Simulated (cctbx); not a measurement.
# A disordered crystal of nominal SmOs5

Cell a = 5.2300 Å, b = 5.2300 Å, c = 4.3690 Å, α = 90.00°, β = 90.00°, γ = 120.00°; space group P6/mmm (no. 191); nominal formula SmOs5.

Simulated single-crystal data (cctbx): Cu Kα, λ = 1.54184 Å, to d = 0.83 Å, 70 % of the full sphere, strongest reflection 5000 counts, noise from counting, a 6 % proportional error and a noise floor of 15 counts (s.d.); no absorption.

With every site full:

```text
Rint 0.069, 58 unique reflections to 0.84 A
cycle     R1     wR2    GooF  max shift (A)
   1  0.1078  0.2497   7.135   0.00000
   2  0.0194  0.0415   1.186   0.00000
final R1 0.0194 wR2 0.0415 GooF 1.186  parameters 7  data/parameter 8.3
atom        x        y        z      Ueq    occ   su(xyz)  su(Uiso or U11)
Os1    0.00000  0.50000  0.50000   0.0044  1.000  0.00000  0.0006
Os2    0.66667  0.33333  0.00000   0.0048  1.000  0.00000  0.0005
Sm2    0.00000  0.00000  0.00000   0.0032  1.000  0.00000  0.0008
difference map: max 2.14 min -3.07 rms 0.61
Q1    0.0000  0.0000  0.0000    1    2.17  0.00 A from Sm2
Q2    0.3333  0.6667  0.2413    4    1.58  1.05 A from Os2
Q3    0.0000  0.0000  0.3271    2    1.52  1.43 A from Sm2
Q4    0.1798  0.3596  0.2325   12    1.41  1.72 A from Os2
Q5    0.1226  0.5613  0.0000    6    1.27  0.95 A from Os2
Q6    0.0000  0.2373  0.1163   12    1.09  1.34 A from Sm2
```

With the occupancies of the suspect sites free, each still typed as its main element:

```text
Rint 0.069, 58 unique reflections to 0.84 A
cycle     R1     wR2    GooF  max shift (A)
   1  0.0566  0.1304   3.802   0.00000
   2  0.0189  0.0398   1.162   0.00000
final R1 0.0189 wR2 0.0398 GooF 1.162  parameters 9  data/parameter 6.4
atom        x        y        z      Ueq    occ   su(xyz)  su(Uiso or U11)
Os1    0.00000  0.50000  0.50000   0.0045  1.000  0.00000  0.0006
Os2    0.66667  0.33333  0.00000   0.0044  0.992  0.00000  0.0006
Sm2    0.00000  0.00000  0.00000   0.0046  1.024  0.00000  0.0011
su of occupancy Os2: 0.012
su of occupancy Sm2: 0.017
difference map: max 1.54 min -3.18 rms 0.59
Q1    0.3333  0.6667  0.2340    4    1.59  1.02 A from Os2
Q2    0.0000  0.0000  0.3260    2    1.59  1.42 A from Sm2
Q3    0.1827  0.3653  0.2277   12    1.43  1.69 A from Os2
Q4    0.0000  0.0000  0.0000    1    1.36  0.00 A from Sm2
Q5    0.1311  0.5655  0.0000    6    1.18  0.92 A from Os2
Q6    0.0000  0.2314  0.1167   12    1.11  1.31 A from Sm2
```

**Question.** What is the disorder?

X-rays count electrons. Os2 refines to 0.992(0.012), or 75.4 electrons; the site truly holds 0.95 Os and 0.05 Sm, 75.3 electrons, which is 0.991 of Os; Sm2 refines to 1.024(0.017), or 63.5 electrons; the site truly holds 0.9 Sm and 0.1 Os, 63.4 electrons, which is 1.023 of Sm. All are within 3 s.u. of full, so these data don't show the disorder. Occupancy correlates with U and the scale, and the two elements' form factors differ in shape, so the match is approximate.

Freeing them takes R1 from 0.0194 to 0.0189 and GooF from 1.19 to 1.16.

This is a model crystal, built by substitution and not relaxed, with assumed displacement parameters.

[Middle refinement cycles are left out of these outputs.]

[Logs are printed without paths, hosts, clocks, repeated set-up lines and the standing remarks that a program may print on its own settings, such as how far it seeks lower states.]
